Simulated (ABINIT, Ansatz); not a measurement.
# InH (Fm-3m): zone-centre phonons

Which modes does InH (Fm-3m) have at the zone centre?

Program: ABINIT 10.8.3. Level of theory: DFT LDA, scalar-relativistic, plane waves, HGH norm-conserving pseudopotentials. Results are calculated unless marked as measured.

The structure was built from a prototype and need not be the compound's stable phase.

**1. Set-up**

It takes space group Fm-3m (No. 225, cubic). Conventional cell: a = 5.400 Å, b = 5.400 Å, c = 5.400 Å, α = 90.00°, β = 90.00°, γ = 90.00°. Nearest to In lie 6 H at 2.70 Å. H has 6 In at 2.70 Å nearest. Farther neighbours are not listed.

As a file:

```cif
data_structure
_symmetry_space_group_name_H-M 'P 1'
_symmetry_Int_Tables_number 1
_cell_length_a 3.8184
_cell_length_b 3.8184
_cell_length_c 3.8184
_cell_angle_alpha 60.000
_cell_angle_beta 60.000
_cell_angle_gamma 60.000
_cell_volume 39.37
loop_
_atom_site_label
_atom_site_type_symbol
_atom_site_fract_x
_atom_site_fract_y
_atom_site_fract_z
_atom_site_occupancy
In1 In 0.00000 0.00000 0.00000 1
H2 H 0.50000 0.50000 0.50000 1
```

**2. A probe with smearing**

A first run with smearing and empty bands tells whether the crystal has a gap, which decides between fixed occupations and smearing later on.

probe.abi

```
# ground state
tolvrs 1.0d-08
prtden 1
prtwf 1

# basis, mesh and filling
ecut 35.0
ixc 7
ngkpt 6 6 6
nshiftk 1
shiftk 0.0 0.0 0.0
istwfk *1
occopt 7
tsmear 0.005
nband 7
nstep 100
diemac 9.0
prtebands 0
prtgsr 0

# cell and atoms
acell 3*1.0 Angstrom
rprim 
    0.0 2.7 2.7
    2.7 0.0 2.7
    2.7 2.7 0.0
ntypat 2
znucl 49 1
natom 2
typat 1 2
xred 
    0.0 0.0 0.0
    0.5 0.5 0.5
pp_dirpath "./pseudo"
pseudos "In.hgh, H.hgh"
```

On the command line:

```bash
$ OMP_NUM_THREADS=1 mpirun -n 2 abinit probe.abi > probe.log
```

Numbers of over 12 decimals in the logs are rounded to 6 here.

probe.abo, the main output file:

```text
[banners, grids, parts of the stress and lines that vanish by symmetry left out]
- input  file    -> probe.abi
- output file    -> probe.abo
- root for input  files -> probei
[...]
Symmetries : space group Fm -3 m (#225); Bravais cF (face-center cubic)
[...]
mpw =        2685          nfft =       64000          nkpt =          16
[...]
== DATASET  1 ==================================================================
[...]
cutoff_energies: {ecut:  35.0, pawecutdg:  -1.0, }
[...]
Exchange-correlation functional for the present dataset will be:
  LDA: Perdew-Wang 92 LSD fit to Ceperley-Alder data - ixc=7
[...]
ETOT  1  -2.573723    -2.574E+00 1.924E-02 4.800E+01
 ETOT  2  -2.582262    -8.539E-03 3.333E-04 2.410E+00
 ETOT  3  -2.582672    -4.104E-04 1.053E-04 4.615E-01
 ETOT  4  -2.582730    -5.721E-05 3.676E-05 2.911E-03
 ETOT  5  -2.582730    -2.529E-07 8.693E-06 8.185E-06
 ETOT  6  -2.582730    -4.490E-10 2.515E-06 1.783E-07
 ETOT  7  -2.582730    -9.730E-12 6.520E-07 1.560E-09
 At SCF step    7       vres2   =  1.56E-09 < tolvrs=  1.00E-08 =>converged.
[...]
sigma(1 1)=  2.49423708E-04  sigma(3 2)=  0.00000000E+00
  sigma(2 2)=  2.49423708E-04  sigma(3 1)=  0.00000000E+00
  sigma(3 3)=  2.49423708E-04  sigma(2 1)=  0.00000000E+00
[...]
convergence: {deltae: -9.730E-12, res2:  1.560E-09, residm:  6.520E-07, diffor: null, }
etotal    :  -2.58272989E+00
[...]
sigma(1 1)=  2.49423708E-04  sigma(3 2)=  0.00000000E+00
  sigma(2 2)=  2.49423708E-04  sigma(3 1)=  0.00000000E+00
  sigma(3 3)=  2.49423708E-04  sigma(2 1)=  0.00000000E+00
[...]
- sigma(1 1)=  7.33829883E+00  sigma(3 2)=  0.00000000E+00
- sigma(2 2)=  7.33829883E+00  sigma(3 1)=  0.00000000E+00
- sigma(3 3)=  7.33829883E+00  sigma(2 1)=  0.00000000E+00
[...]
fcart     -0.0000000000E+00 -0.0000000000E+00 -0.0000000000E+00
           strten      2.4942370755E-04  2.4942370755E-04  2.4942370755E-04
================================================================================

[key lines of the parts left out:]
pressure_GPa:  -7.3383E+00
```

Elapsed: 4.2 s, on 2 MPI ranks of Arm Neoverse V1, shared host; 8 s of CPU time.

This step gave:

| Quantity | Value |
| --- | --- |
| volume per atom | 19.68 Å³ |
| pressure | -7.338 GPa |
| gap on the k-mesh | 0 eV |

No gap opens on this mesh, so smearing is kept; the printed pressure holds the stress of the finite basis too.

**3. Rough relaxation**

The typed start is rough, so a first relaxation with smearing and loose thresholds takes it towards rest cheaply.

prerelax.abi

```
# relaxation
ionmov 2
optcell 2
dilatmx 1.15
chkdilatmx 0
ntime 40
tolmxf 3.0d-04
tolvrs 1.0d-10
prtwf 0
prtden 0
chksymtnons 0

# basis, mesh and filling
ecut 35.0
ecutsm 3.0
ixc 7
ngkpt 6 6 6
nshiftk 1
shiftk 0.0 0.0 0.0
istwfk *1
occopt 7
tsmear 0.005
nband 7
nstep 100
diemac 1000000.0
prtebands 0
prtgsr 0

# cell and atoms
acell 3*1.0 Angstrom
rprim 
    0.0 2.7 2.7
    2.7 0.0 2.7
    2.7 2.7 0.0
ntypat 2
znucl 49 1
natom 2
typat 1 2
xred 
    0.0 0.0 0.0
    0.5 0.5 0.5
pp_dirpath "./pseudo"
pseudos "In.hgh, H.hgh"
```

On the command line:

```bash
$ OMP_NUM_THREADS=1 mpirun -n 2 abinit prerelax.abi > prerelax.log
```

prerelax.abo, the main output file:

```text
[banners, grids, parts of the stress and lines that vanish by symmetry left out]
- input  file    -> prerelax.abi
- output file    -> prerelax.abo
- root for input  files -> prerelaxi
[...]
Symmetries : space group Fm -3 m (#225); Bravais cF (face-center cubic)
[...]
mpw =        4022          nfft =      110592          nkpt =          16
[...]
== DATASET  1 ==================================================================
[...]
cutoff_energies: {ecut:  35.0, pawecutdg:  -1.0, }
[...]
Exchange-correlation functional for the present dataset will be:
  LDA: Perdew-Wang 92 LSD fit to Ceperley-Alder data - ixc=7
[...]
ETOT  1  -2.572571    -2.573E+00 1.500E-02 8.407E+01
 ETOT  2  -2.582303    -9.732E-03 3.374E-04 3.271E+00
 ETOT  3  -2.582561    -2.578E-04 3.908E-05 7.442E-01
 ETOT  4  -2.582608    -4.715E-05 1.146E-05 9.644E-03
 ETOT  5  -2.582608    -4.579E-07 4.601E-06 4.594E-05
[...]
ETOT  6  -2.596974     9.903E-14 1.315E-15 1.735E-12
 At SCF step    6       vres2   =  1.74E-12 < tolvrs=  1.00E-10 =>converged.
[...]
sigma(1 1)= -4.63978935E-07  sigma(3 2)=  0.00000000E+00
  sigma(2 2)= -4.63978935E-07  sigma(3 1)=  0.00000000E+00
  sigma(3 3)= -4.63978935E-07  sigma(2 1)=  0.00000000E+00
[...]
convergence: {deltae:  9.903E-14, res2:  1.735E-12, residm:  1.315E-15, diffor: null, }
etotal    :  -2.59697446E+00
[...]
At Broyd/MD step   9, gradients are converged :
[...]
sigma(1 1)= -4.63978935E-07  sigma(3 2)=  0.00000000E+00
  sigma(2 2)= -4.63978935E-07  sigma(3 1)=  0.00000000E+00
  sigma(3 3)= -4.63978935E-07  sigma(2 1)=  0.00000000E+00
[...]
- sigma(1 1)= -1.36507316E-02  sigma(3 2)=  0.00000000E+00
- sigma(2 2)= -1.36507316E-02  sigma(3 1)=  0.00000000E+00
- sigma(3 3)= -1.36507316E-02  sigma(2 1)=  0.00000000E+00
[...]
fcart     -0.0000000000E+00 -0.0000000000E+00 -0.0000000000E+00
           strten     -4.6397893515E-07 -4.6397893515E-07 -4.6397893515E-07
================================================================================

[key lines of the parts left out:]
pressure_GPa:   1.3651E-02
Total energy (etotal) [Ha]= -2.59697446014734E+00
```

Wall time 42 s (2 MPI ranks).

Step by step:

```tsv
step	energy less that of the first step (eV)	largest force (eV/Å)	volume (Å³)
1	0.0000	0.0000	39.37
2	-0.0378	0.0000	38.51
3	3.4420	0.0000	13.79
4	-0.1945	0.0000	34.91
5	-0.2970	0.0000	32.29
6	-0.2878	0.0000	24.12
7	-0.3864	0.0000	28.64
8	-0.3908	0.0000	27.91
9	-0.3909	0.0000	27.75
```

```tsv
conventional cell, symmetrised	before	after	change
a (Å)	5.400	4.806	-11.0 %
b (Å)	5.400	4.806	-11.0 %
c (Å)	5.400	4.806	-11.0 %
volume (Å³/atom)	19.68	13.87	-29.5 %
```

The relaxed structure:

```
In H
1.0
     0.00000    2.40289    2.40289
     2.40289    0.00000    2.40289
     2.40289    2.40289    0.00000
In H
1 1
Direct
  0.00000 0.00000 0.00000
  0.50000 0.50000 0.50000
```

Read from the output:

```
volume per atom : 13.87 Å³
pressure        : 0.01365 GPa
```

The volume changes by -29.5 % in this run and stands -29.5 % from the first cell.

**4. Rough relaxation**

The cell changed much, so the rough relaxation is repeated on a basis made for the new cell.

Changes to prerelax.abi since step 3:

```diff
@@ -31,5 +31,5 @@
 rprim 
-    0.0 2.7 2.7
-    2.7 0.0 2.7
-    2.7 2.7 0.0
+    0.0 2.402891537 2.402891537
+    2.402891537 0.0 2.402891537
+    2.402891537 2.402891537 0.0
 ntypat 2
```

prerelax.abo, the main output file:

```text
[banners, grids, parts of the stress and lines that vanish by symmetry left out]
- input  file    -> prerelax.abi
- output file    -> prerelax.abo
- root for input  files -> prerelaxi
[...]
Symmetries : space group Fm -3 m (#225); Bravais cF (face-center cubic)
[...]
mpw =        2838          nfft =       64000          nkpt =          16
[...]
== DATASET  1 ==================================================================
[...]
cutoff_energies: {ecut:  35.0, pawecutdg:  -1.0, }
[...]
Exchange-correlation functional for the present dataset will be:
  LDA: Perdew-Wang 92 LSD fit to Ceperley-Alder data - ixc=7
[...]
ETOT  1  -2.590833    -2.591E+00 1.798E-02 2.886E+01
 ETOT  2  -2.596961    -6.128E-03 7.354E-04 8.423E-01
 ETOT  3  -2.596972    -1.111E-05 5.166E-04 4.505E-02
 ETOT  4  -2.596974    -2.514E-06 2.062E-05 1.098E-03
 ETOT  5  -2.596974    -5.278E-08 7.151E-06 6.110E-06
 ETOT  6  -2.596974    -2.599E-10 2.186E-06 8.309E-08
 ETOT  7  -2.596974    -5.535E-12 7.901E-07 3.342E-10
 ETOT  8  -2.596974     4.663E-14 2.424E-07 2.130E-12
 At SCF step    8       vres2   =  2.13E-12 < tolvrs=  1.00E-10 =>converged.
[...]
sigma(1 1)= -4.63998136E-07  sigma(3 2)=  0.00000000E+00
  sigma(2 2)= -4.63998136E-07  sigma(3 1)=  0.00000000E+00
  sigma(3 3)= -4.63998136E-07  sigma(2 1)=  0.00000000E+00
[...]
convergence: {deltae:  4.663E-14, res2:  2.130E-12, residm:  2.424E-07, diffor: null, }
etotal    :  -2.59697446E+00
[...]
At Broyd/MD step   1, gradients are converged :
[...]
sigma(1 1)= -4.63998136E-07  sigma(3 2)=  0.00000000E+00
  sigma(2 2)= -4.63998136E-07  sigma(3 1)=  0.00000000E+00
  sigma(3 3)= -4.63998136E-07  sigma(2 1)=  0.00000000E+00
[...]
- sigma(1 1)= -1.36512965E-02  sigma(3 2)=  0.00000000E+00
- sigma(2 2)= -1.36512965E-02  sigma(3 1)=  0.00000000E+00
- sigma(3 3)= -1.36512965E-02  sigma(2 1)=  0.00000000E+00
[...]
fcart     -0.0000000000E+00 -0.0000000000E+00 -0.0000000000E+00
           strten     -4.6399813600E-07 -4.6399813600E-07 -4.6399813600E-07
================================================================================

[key lines of the parts left out:]
pressure_GPa:   1.3651E-02
Total energy (etotal) [Ha]= -2.59697446015680E+00
```

It took 4.4 s on 2 MPI ranks; 8.6 s of CPU time.

Little changed from the start: no atom moved by 0.005 Å and no cell edge by 0.1 %.

The volume changes by +0.0 % in this run and stands -29.5 % from the first cell.

**5. Relaxation**

The harmonic expansion needs vanishing forces, and a free crystal bears no stress, so cell and atoms are brought to rest. Stress is more sensitive to the basis than forces are: the last 3 Ha under the cutoff are smoothed with ecutsm, and the cutoff is raised above that of the later runs.

relax.abi

```
# relaxation
ionmov 2
optcell 2
dilatmx 1.08
ntime 40
tolmxf 1.0d-05
tolvrs 1.0d-14
prtwf 0
prtden 0
chksymtnons 0

# basis, mesh and filling
ecut 43.0
ecutsm 3.0
ixc 7
ngkpt 10 10 10
nshiftk 1
shiftk 0.0 0.0 0.0
istwfk *1
occopt 3
tsmear 0.01
nband 7
nstep 100
diemac 1000000.0
prtebands 0
prtgsr 0

# cell and atoms
acell 3*1.0 Angstrom
rprim 
    0.0 2.402891539 2.402891539
    2.402891539 0.0 2.402891539
    2.402891539 2.402891539 0.0
ntypat 2
znucl 49 1
natom 2
typat 1 2
xred 
    0.0 0.0 0.0
    0.5 0.5 0.5
pp_dirpath "./pseudo"
pseudos "In.hgh, H.hgh"
```

On the command line:

```bash
$ OMP_NUM_THREADS=1 mpirun -n 2 abinit relax.abi > relax.log
```

relax.abo, the main output file:

```text
[banners, grids, parts of the stress and lines that vanish by symmetry left out]
- input  file    -> relax.abi
- output file    -> relax.abo
- root for input  files -> relaxi
[...]
Symmetries : space group Fm -3 m (#225); Bravais cF (face-center cubic)
[...]
mpw =        3218          nfft =       91125          nkpt =          47
[...]
== DATASET  1 ==================================================================
[...]
cutoff_energies: {ecut:  43.0, pawecutdg:  -1.0, }
[...]
Exchange-correlation functional for the present dataset will be:
  LDA: Perdew-Wang 92 LSD fit to Ceperley-Alder data - ixc=7
[...]
ETOT  1  -2.592041    -2.592E+00 3.177E-02 3.864E+01
 ETOT  2  -2.599726    -7.685E-03 8.870E-04 1.244E+00
 ETOT  3  -2.599751    -2.528E-05 2.353E-04 1.224E-01
 ETOT  4  -2.599758    -6.956E-06 3.459E-05 2.478E-03
 ETOT  5  -2.599758    -8.974E-08 4.244E-05 1.204E-05
[...]
At SCF step   10       vres2   =  2.13E-17 < tolvrs=  1.00E-14 =>converged.
[...]
sigma(1 1)=  7.03745729E-06  sigma(3 2)=  0.00000000E+00
  sigma(2 2)=  7.03745729E-06  sigma(3 1)=  0.00000000E+00
  sigma(3 3)=  7.03745729E-06  sigma(2 1)=  0.00000000E+00
[...]
convergence: {deltae:  5.773E-15, res2:  2.133E-17, residm:  1.164E-05, diffor: null, }
etotal    :  -2.59975797E+00
[...]
ETOT  1  -2.599759    -2.600E+00 1.717E-05 4.645E-04
[...]
At SCF step    7       vres2   =  6.68E-17 < tolvrs=  1.00E-14 =>converged.
[...]
sigma(1 1)=  6.06990250E-06  sigma(3 2)=  0.00000000E+00
  sigma(2 2)=  6.06990250E-06  sigma(3 1)=  0.00000000E+00
  sigma(3 3)=  6.06990250E-06  sigma(2 1)=  0.00000000E+00
[...]
convergence: {deltae: -9.592E-14, res2:  6.680E-17, residm:  1.216E-06, diffor: null, }
etotal    :  -2.59975875E+00
[...]
ETOT  1  -2.599759    -2.600E+00 1.740E-04 1.809E-02
[...]
ETOT  6  -2.599761     1.865E-14 3.699E-06 9.169E-13
 ETOT  7  -2.599761     2.665E-14 1.060E-06 2.402E-15
 At SCF step    7       vres2   =  2.40E-15 < tolvrs=  1.00E-14 =>converged.
[...]
sigma(1 1)= -4.48292573E-08  sigma(3 2)=  0.00000000E+00
  sigma(2 2)= -4.48292573E-08  sigma(3 1)=  0.00000000E+00
  sigma(3 3)= -4.48292573E-08  sigma(2 1)=  0.00000000E+00
[...]
convergence: {deltae:  2.665E-14, res2:  2.402E-15, residm:  1.060E-06, diffor: null, }
etotal    :  -2.59976099E+00
[...]
At Broyd/MD step   3, gradients are converged :
[...]
sigma(1 1)= -4.48292573E-08  sigma(3 2)=  0.00000000E+00
  sigma(2 2)= -4.48292573E-08  sigma(3 1)=  0.00000000E+00
  sigma(3 3)= -4.48292573E-08  sigma(2 1)=  0.00000000E+00
[...]
- sigma(1 1)= -1.31892229E-03  sigma(3 2)=  0.00000000E+00
- sigma(2 2)= -1.31892229E-03  sigma(3 1)=  0.00000000E+00
- sigma(3 3)= -1.31892229E-03  sigma(2 1)=  0.00000000E+00
[...]
fcart     -0.0000000000E+00 -0.0000000000E+00 -0.0000000000E+00
           strten     -4.4829257343E-08 -4.4829257343E-08 -4.4829257343E-08
================================================================================

[key lines of the parts left out:]
pressure_GPa:   1.3189E-03
Total energy (etotal) [Ha]= -2.59976098715622E+00
```

Run time: 47 s. Hardware: 2 MPI ranks.

The steps of the relaxation:

```tsv
step	energy less that of the first step (eV)	largest force (eV/Å)	volume (Å³)
1	0.0000	0.0000	27.75
2	0.0000	0.0000	27.73
3	-0.0001	0.0000	27.62
```

```tsv
conventional cell, symmetrised	before	after	change
a (Å)	4.806	4.798	-0.2 %
b (Å)	4.806	4.798	-0.2 %
c (Å)	4.806	4.798	-0.2 %
volume (Å³/atom)	13.87	13.81	-0.5 %
```

The relaxed structure:

```
In H
1.0
     0.00000    2.39922    2.39922
     2.39922    0.00000    2.39922
     2.39922    2.39922    0.00000
In H
1 1
Direct
  0.00000 0.00000 0.00000
  0.50000 0.50000 0.50000
```

Numbers from this step:

```yaml
volume_per_atom: 13.81 Å³
pressure: 0.001319 GPa
```

The volume changes by -0.5 % in this run and stands -29.8 % from the first cell.

**6. Self-consistent run for the response**

First-order wavefunctions inherit every error of the ground state, hence the very tight tolvrs. Smearing stays on, as the first look found no gap above 0.3 eV.

gs.abi

```
# ground state
tolvrs 1.0d-16
prtden 1
prtwf 1

# basis, mesh and filling
ecut 35.0
ixc 7
ngkpt 12 12 12
nshiftk 1
shiftk 0.0 0.0 0.0
istwfk *1
occopt 3
tsmear 0.01
nband 7
nstep 100
diemac 1000000.0
prtebands 0
prtgsr 0

# cell and atoms
acell 3*1.0 Angstrom
rprim 
    0.0 2.399216268 2.399216268
    2.399216268 0.0 2.399216268
    2.399216268 2.399216268 0.0
ntypat 2
znucl 49 1
natom 2
typat 1 2
xred 
    0.0 0.0 0.0
    0.5 0.5 0.5
pp_dirpath "./pseudo"
pseudos "In.hgh, H.hgh"
```

On the command line:

```bash
$ OMP_NUM_THREADS=1 mpirun -n 2 abinit gs.abi > gs.log
```

gs.abo, the main output file:

```text
[banners, grids, parts of the stress and lines that vanish by symmetry left out]
- input  file    -> gs.abi
- output file    -> gs.abo
- root for input  files -> gsi
[...]
Symmetries : space group Fm -3 m (#225); Bravais cF (face-center cubic)
[...]
mpw =        1868          nfft =       46656          nkpt =          72
[...]
== DATASET  1 ==================================================================
[...]
cutoff_energies: {ecut:  35.0, pawecutdg:  -1.0, }
[...]
Exchange-correlation functional for the present dataset will be:
  LDA: Perdew-Wang 92 LSD fit to Ceperley-Alder data - ixc=7
[...]
ETOT  1  -2.593370    -2.593E+00 1.801E-02 2.032E+01
 ETOT  2  -2.599407    -6.037E-03 8.988E-04 6.180E-01
 ETOT  3  -2.599436    -2.895E-05 3.293E-04 6.364E-02
 ETOT  4  -2.599443    -6.919E-06 4.390E-04 1.323E-03
 ETOT  5  -2.599443    -9.259E-08 5.195E-05 5.116E-06
[...]
ETOT  9  -2.599443     1.465E-14 2.372E-06 1.879E-15
 ETOT 10  -2.599443     7.372E-14 5.639E-06 7.440E-18
 At SCF step   10       vres2   =  7.44E-18 < tolvrs=  1.00E-16 =>converged.
[...]
sigma(1 1)=  1.27438292E-05  sigma(3 2)=  0.00000000E+00
  sigma(2 2)=  1.27438292E-05  sigma(3 1)=  0.00000000E+00
  sigma(3 3)=  1.27438292E-05  sigma(2 1)=  0.00000000E+00
[...]
convergence: {deltae:  7.372E-14, res2:  7.440E-18, residm:  5.639E-06, diffor: null, }
etotal    :  -2.59944267E+00
[...]
sigma(1 1)=  1.27438292E-05  sigma(3 2)=  0.00000000E+00
  sigma(2 2)=  1.27438292E-05  sigma(3 1)=  0.00000000E+00
  sigma(3 3)=  1.27438292E-05  sigma(2 1)=  0.00000000E+00
[...]
- sigma(1 1)=  3.74936399E-01  sigma(3 2)=  0.00000000E+00
- sigma(2 2)=  3.74936399E-01  sigma(3 1)=  0.00000000E+00
- sigma(3 3)=  3.74936399E-01  sigma(2 1)=  0.00000000E+00
[...]
fcart     -0.0000000000E+00 -0.0000000000E+00 -0.0000000000E+00
           strten      1.2743829162E-05  1.2743829162E-05  1.2743829162E-05
================================================================================

[key lines of the parts left out:]
pressure_GPa:  -3.7494E-01
```

Run time: 14 s. Hardware: 2 MPI ranks; 28 s of CPU time.

Read from the output:

```yaml
pressure: -0.3749 GPa
```

The cell stands at -0.37 GPa: the relaxation ran with a smoothed and higher cutoff and on another k mesh.

(Continued in part 2 of 3.)

[Host names and launcher messages were left out of these logs when they were recorded.]

[Logs are printed without paths, hosts, clocks, repeated set-up lines and the standing remarks that a program may print on its own settings, such as how far it seeks lower states.]

[Hosts, paths, dates, database ids (printed as entryN), source tags and the programs' standing remarks are cut or masked in the printed files.]
